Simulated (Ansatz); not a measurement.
# Mg in place of Zn at several sites of glassy 58SiO2-42ZnO (mol %) (67 atoms), part 3 of 3

Aim: make Mg in place of Zn at several sites of glassy 58SiO2-42ZnO (mol %) (67 atoms), relax each, and compare their energies.

Ansatz 0.2.0; Kohn-Sham DFT, PBEsol, PAW (set soft_1), plane waves.

The cell: 15 Si, 11 Zn and 41 O. The quench rate of 500 K/ps is many orders above laboratory rates. The starting topology of bonds comes from the classical model. The Brillouin zone is sampled at Γ only, in a cell whose shortest periodic width is 10 Å.

So far. Step 7 (Mg on a site of Zn, site Zn26): The relaxation converged after 5 steps, 0.0607 eV below its start, with a largest force component of 0.032 eV/Å.

## 8. Mg on a site of Zn, site Zn18

The site has 4 bonded neighbours (O4) at 1.99 Å on average. 

Input and log are left out; they have the form of those shown for this kind of step.

Run time: 1.7 min. Hardware: 4 threads of Arm Neoverse V2, shared host; peak memory 1.8 GiB.

The relaxation converged after 7 steps, 0.111 eV below its start, with a largest force component of 0.031 eV/Å.

The surroundings of the Mg atom, after relaxation, nearest first, numbered as they follow in the input and with coordinates relative to it.

| atom | x | y | z | distance (Å) | bonds |
| --- | --- | --- | --- | --- | --- |
| Mg18 | 0.00 | 0.00 | 0.00 | 0.00 | 4 |
| O57 | 1.10 | -0.76 | -1.28 | 1.85 | 2 |
| O48 | -0.59 | -0.38 | 1.87 | 2.00 | 3 |
| O63 | 0.23 | 1.98 | 0.32 | 2.02 | 3 |
| O27 | -1.76 | 0.87 | -0.57 | 2.04 | 3 |
| O45 | -1.48 | -2.11 | 0.08 | 2.58 | 2 |
| Si13 | -1.10 | 2.42 | -0.52 | 2.71 | 4 |
| Si6 | -0.97 | -1.95 | 1.67 | 2.74 | 4 |
| O50 | -1.66 | -0.33 | -2.70 | 3.19 | 2 |
| O55 | 0.43 | -2.78 | 1.70 | 3.29 | 2 |
| Si11 | -2.82 | 0.26 | -1.69 | 3.30 | 4 |
| Si7 | 1.78 | -2.03 | -1.93 | 3.32 | 4 |
| Zn19 | -0.72 | 1.30 | 3.01 | 3.36 | 4 |

The column of bonds counts only the pairs O-Si within 2.08 Å, O-Zn within 2.43 Å, O-Mg within 2.42 Å; other neighbours, such as metal atoms beside each other in a compound, aren't counted, and periodic images can show an atom twice.

The largest move is 0.19 Å, by Mg18.

## 9. Mg on a site of Zn, site Zn22

The site has 4 bonded neighbours (O4) at 2.01 Å on average. 

Input and log are left out; they have the form of those shown for this kind of step.

It took 1.9 min on 4 threads of Arm Neoverse V2, shared host; peak memory 1.8 GiB; 7.3 min of CPU time.

The relaxation converged after 8 steps, 0.0362 eV below its start, with a largest force component of 0.022 eV/Å.

## 10. Mg on a site of Zn, site Zn21

The site has 3 bonded neighbours (O3) at 1.91 Å on average. 

Contents of input.yaml:

```yaml
crystal:
  lattice:
    - [9.78013, 0.0, 0.0]
    - [0.0, 9.78013, 0.0]
    - [0.0, 0.0, 9.78013]
  atoms:
    [... atom lines 1 to 17 left out ...]
    - { symbol: Zn, position: [0.77983, 0.54699, 0.9812] }
    - { symbol: Zn, position: [0.68836, 0.68096, 0.28039] }
    - { symbol: Zn, position: [0.1759, 0.4463, 0.28136] }
    - { symbol: Mg, position: [0.64863, 0.80056, 0.59022], spin: 0.6 }
    - { symbol: Zn, position: [0.20997, 0.39016, 0.95022] }
    - { symbol: Zn, position: [0.9554, 0.8479, 0.00247] }
    - { symbol: Zn, position: [0.7065, 0.07808, 0.71728] }
    [... atom lines 25 to 67 left out ...]
magnetization:
  spin_polarized: true
kpoints:
  mp_grid: { grid: [1, 1, 1] }
hamiltonian:
  xc: pbesol
  pseudopotentials: { kind: paw, azcp: { folder: soft_1 }, xc_functional: pbe }
scf:
  occupations: { method: fermi_dirac, width: 0.025 }
  lower_state_search: "off"
output:
  forces: true
  eigenvalues: true
relax:
  f_tol: 0.05
  max_steps: 90
```

Launch:

```sh
> ansatz run input.yaml --threads 4 --pin off --max-ram 8192MiB --backend cpu --events-out ev --progress --plain --runs-dir out
```

Numbers of over 12 decimals in the logs are rounded to 6 here.

What it wrote:

```text
[...]
Crystal: 67 atoms, lattice volume = 935.479 Å³
Basis set: ecut = 420 eV, 18325 PW (Γ), exchange–correlation on 144×144×144 points (8 copies of the dense FFT grid, shifted against one another)
Bands: 287, of which v1, the nominal top of the filled ones, is band 218 counted from 1 (217 counted from 0)
Symmetry: 1 space group operations
[...]
k-points: 1
[...]
Starting moments: Σ|m| = 2.4 μB on 4 of 67 sites
[...]
SCF iter   1: F=—  HF=-67120.301103 eV  |F-HF|=—  |Δ(HF+E_count)|=         —  Δρ=5.95e-2 (↑5.43e-2 ↓5.95e-2)  dr2=1.02e2  dr2_m=1.54e0  M=0.000 μB ∫|m|=0.394 μB  β_m=0.30  ethr=3.10e-3  ⟨swp⟩=6.0  Hψ=2671  notcnv=0  defer=46
[...]
SCF iter   3: F=—  HF=-67088.610943 eV  |F-HF|=—  |Δ(HF+E_count)|=    8.78e0  Δρ=1.44e-2 (↑1.44e-2 ↓1.41e-2)  dr2=4.56e0  dr2_m=4.07e-1  M=0.000 μB ∫|m|=0.283 μB  β_m=0.30  ethr=3.10e-3  ⟨swp⟩=3.0  Hψ=1070  notcnv=0  defer=128
[...]
SCF iter   7: F=—  HF=-67087.595993 eV  |F-HF|=—  |Δ(HF+E_count)|=   1.68e-2  Δρ=2.05e-3 (↑2.04e-3 ↓2.05e-3)  dr2=6.48e-3  dr2_m=3.37e-2  M=0.000 μB ∫|m|=0.106 μB  β_m=0.30  ethr=2.10e-5  ⟨swp⟩=3.0  Hψ=849  notcnv=0  defer=130
[...]
SCF iter   9: F=—  HF=-67087.626601 eV  |F-HF|=—  |Δ(HF+E_count)|=   1.85e-2  Δρ=3.29e-4 (↑3.29e-4 ↓2.79e-4)  dr2=1.47e-3  dr2_m=2.17e-4  M=0.000 μB ∫|m|=0.017 μB  β_m=0.57  ethr=1.00e-6  ⟨swp⟩=2.0  Hψ=857  notcnv=0  defer=130
[...]
SCF iter  12: F=-67087.626596 eV  HF=-67087.626596 eV  |F-HF|=5.49e-8  |Δ(HF+E_count)|=   9.94e-5  Δρ=3.67e-5 (↑3.67e-5 ↓3.08e-5)  dr2=3.69e-5  dr2_m=3.08e-7  M=0.000 μB ∫|m|=0.001 μB  β_m=0.77  ethr=1.43e-8  ⟨swp⟩=15.5  Hψ=3877  notcnv=0
SCF iter  13: F=-67087.626615 eV  HF=-67087.626613 eV  |F-HF|=1.49e-6  |Δ(HF+E_count)|=   1.71e-5  Δρ=8.64e-6 (↑8.64e-6 ↓6.98e-6)  dr2=2.45e-6  dr2_m=6.52e-8  M=0.000 μB ∫|m|=0.000 μB  ethr=8.46e-9  ⟨swp⟩=5.0  Hψ=2145  notcnv=0
[...]
SCF 1 converged in 13 iterations: F = -67087.626615 eV  dr2 = 2.45e-6
[...]
relax step   1: F+E_penalty+E_count = -67087.62661494 eV  Δ(F+E_penalty+E_count) = +0.000e0 eV  max|allowed force component| = 8.537e-1 eV/Å  Δτ_max = 0.0000 Å  (13 SCF iters, dr2 threshold 6.25e-5 eV, accepted)
[... from here on, the SCF cycles and remarks between the steps are left out ...]
relax step   2: F+E_penalty+E_count = -67087.66184814 eV  Δ(F+E_penalty+E_count) = -3.523e-2 eV  max|allowed force component| = 5.533e-1 eV/Å  Δτ_max = 0.0360 Å  (5 SCF iters, dr2 threshold 4.55e-5 eV, accepted)
relax step   3: F+E_penalty+E_count = -67087.70188033 eV  Δ(F+E_penalty+E_count) = -4.003e-2 eV  max|allowed force component| = 1.559e-1 eV/Å  Δτ_max = 0.1112 Å  (6 SCF iters, dr2 threshold 1.91e-5 eV, accepted)
relax step   4: F+E_penalty+E_count = -67087.72674002 eV  Δ(F+E_penalty+E_count) = -2.486e-2 eV  max|allowed force component| = 1.473e-1 eV/Å  Δτ_max = 0.0895 Å  (9 SCF iters, accepted)
relax step   5: F+E_penalty+E_count = -67087.78259078 eV  Δ(F+E_penalty+E_count) = -5.585e-2 eV  max|allowed force component| = 1.893e-1 eV/Å  Δτ_max = 0.1951 Å  (10 SCF iters, accepted)
relax step   6: F+E_penalty+E_count = -67087.83235552 eV  Δ(F+E_penalty+E_count) = -4.976e-2 eV  max|allowed force component| = 1.813e-1 eV/Å  Δτ_max = 0.1950 Å  (7 SCF iters, dr2 threshold 3.20e-5 eV, accepted)
relax step   7: F+E_penalty+E_count = -67087.83313329 eV  Δ(F+E_penalty+E_count) = -7.778e-4 eV  max|allowed force component| = 3.061e-1 eV/Å  Δτ_max = 0.0445 Å  (6 SCF iters, dr2 threshold 3.02e-5 eV, accepted)
relax step   8: F+E_penalty+E_count = -67087.77240008 eV  Δ(F+E_penalty+E_count) = +6.073e-2 eV  max|allowed force component| = 1.042e0 eV/Å  Δτ_max = 0.2000 Å  (6 SCF iters, dr2 threshold 8.60e-5 eV, rejected (line search))
relax step   9: F+E_penalty+E_count = -67087.85693601 eV  Δ(F+E_penalty+E_count) = -2.380e-2 eV  max|allowed force component| = 4.165e-1 eV/Å  Δτ_max = 0.1000 Å  (10 SCF iters, accepted)
relax step  10: F+E_penalty+E_count = -67087.87491716 eV  Δ(F+E_penalty+E_count) = -1.798e-2 eV  max|allowed force component| = 1.552e-1 eV/Å  Δτ_max = 0.1000 Å  (6 SCF iters, dr2 threshold 1.00e-4 eV, accepted)
relax step  11: F+E_penalty+E_count = -67087.86860277 eV  Δ(F+E_penalty+E_count) = +6.314e-3 eV  max|allowed force component| = 3.096e-1 eV/Å  Δτ_max = 0.1500 Å  (9 SCF iters, dr2 threshold 3.34e-6 eV, rejected (line search))
relax step  12: F+E_penalty+E_count = -67087.89089284 eV  Δ(F+E_penalty+E_count) = -1.598e-2 eV  max|allowed force component| = 5.002e-2 eV/Å  Δτ_max = 0.0733 Å  (10 SCF iters, accepted)
relax step  13: F+E_penalty+E_count = -67087.89907355 eV  Δ(F+E_penalty+E_count) = -8.181e-3 eV  max|allowed force component| = 3.117e-2 eV/Å  Δτ_max = 0.0750 Å  (9 SCF iters, accepted)
relax step  14: F+E_penalty+E_count = -67087.89992197 eV  Δ(F+E_penalty+E_count) = -8.484e-4 eV  max|allowed force component| = 5.244e-2 eV/Å  Δτ_max = 0.0714 Å  (9 SCF iters, accepted)
relax step  15: F+E_penalty+E_count = -67087.89893696 eV  Δ(F+E_penalty+E_count) = +9.850e-4 eV  max|allowed force component| = 6.988e-2 eV/Å  Δτ_max = 0.0360 Å  (9 SCF iters, rejected (line search))
relax step  16: F+E_penalty+E_count = -67087.90104921 eV  Δ(F+E_penalty+E_count) = -1.127e-3 eV  max|allowed force component| = 4.887e-2 eV/Å  Δτ_max = 0.0176 Å  (9 SCF iters, accepted)
SCF converged after 9 iterations
Magnetization: 0.0000 μB (218.0000 up, 218.0000 down)
Absolute magnetization: 0.0000 μB (∫|ρ↑−ρ↓|, with the PAW one-centre terms)
[...]
Per-site moments (μB) at R_I (Å): [(-3.605565468287025e-9, 0.667316), (-4.854119666863605e-9, 0.664037), (-1.4464465702280592e-8, 0.663563), (-3.9611220208343055e-9, 0.651889), (7.978505731346915e-9, 0.666294), [...]
Free energy (F): -67087.901049 eV
[...]
Internal energy: -67087.901049 eV  (E = F + TS)
E sigma→0 (E₀):  -67087.901049 eV
Fermi energy:    4.641720 eV
[...]
Σ components = -67087.901049   (vs F -67087.901049, Δ=0.00e0)
--- Forces (eV/Å), atoms counted from 1 ---
  atom   1  Si    -0.00922769     0.00414348    -0.00875550
  atom   2  Si    -0.02137075    -0.00688861    -0.01954687
  atom   3  Si    -0.01005912     0.00049591    -0.01355377
  atom   4  Si     0.00259024     0.00045761    -0.00019271
[...]
atom  67  O     -0.00032777     0.00207745    -0.00308997
  max |Σ_I F_I| component: 3.47e-5 eV/Å
--- Band table (eV) ---
[...]
--- Relaxed structure (16 steps of the walk, 13 accepted, 0 SCFs on fresh bases) ---
  F+E_penalty+E_count = -67087.90104921 eV   max|allowed force component| = 4.887e-2 eV/Å
  atoms:
    - { symbol: Si, position: [0.169072, 0.689128, 0.098873] }
    - { symbol: Si, position: [0.128594, 0.957721, 0.577941] }
    - { symbol: Si, position: [0.070861, 0.155038, 0.330936] }
    - { symbol: Si, position: [0.830729, 0.094970, 0.153674] }
[...]
- { symbol: O, position: [0.348013, 0.225393, 0.00132379] }
```

It took 3.7 min on 4 threads of Arm Neoverse V2, shared host; peak memory 1.8 GiB.

The relaxation converged after 16 steps, 0.274 eV below its start, with a largest force component of 0.049 eV/Å.

## 11. The sites compared

All these cells hold the same atoms, so their energies can be compared with no chemical potential.

| site | neighbours | mean distance (Å) | atoms within 6 Å | energy over the best site (eV) | before relaxation (eV) | gain on relaxing (eV) |
| --- | --- | --- | --- | --- | --- | --- |
| Zn16 | O5 | 2.06 | 59 | 0.00 | 0.00 | 0.06 |
| Zn23 | O3 | 1.91 | 63 | 0.07 | 0.30 | 0.29 |
| Zn22 | O4 | 2.01 | 66 | 0.12 | 0.09 | 0.04 |
| Zn21 | O3 | 1.91 | 61 | 0.24 | 0.46 | 0.27 |
| Zn26 | O4 | 2.00 | 67 | 0.24 | 0.24 | 0.06 |
| Zn18 | O4 | 1.99 | 66 | 0.29 | 0.34 | 0.11 |

Neighbours are those of the relaxed host within 2.50 Å (O-Zn); other pairs aren't counted.

## 12. Outcome

The cheapest site is Zn16 (5 neighbours, O5); the dearest, Zn18 (4 neighbours, O4), costs 0.29 eV more. By coordination the energies over the best site are 0.07 to 0.24 eV with 3 neighbours, 0.12 to 0.29 eV with 4 neighbours and 0.00 eV with 5 neighbours. Relaxation gains 0.036 to 0.29 eV and leaves the best site the same.

Caveats: Defects are neutral and interact with their images. The reference ran with fermi-dirac smearing of 0.05 eV, but 6 of the 6 defect cells with fermi-dirac smearing of 0.025 eV, spin polarised. In a disordered cell the relaxation can also rearrange atoms far from the site. In the spin-polarised runs the search for a state of lower energy was switched off. Only 6 of the 11 Zn sites were tried; unless symmetry makes the others alike to these, a cheaper one may exist. The pressure of -2.3 GPa says that the cell would shrink at this level of theory.

The DFT runs together took 17 min of wall time.

[Logs are printed without paths, hosts, clocks, repeated set-up lines and the standing remarks that a program may print on its own settings, such as how far it seeks lower states.]

[Hosts, paths, dates, database ids (printed as entryN), source tags and the programs' standing remarks are cut or masked in the printed files.]
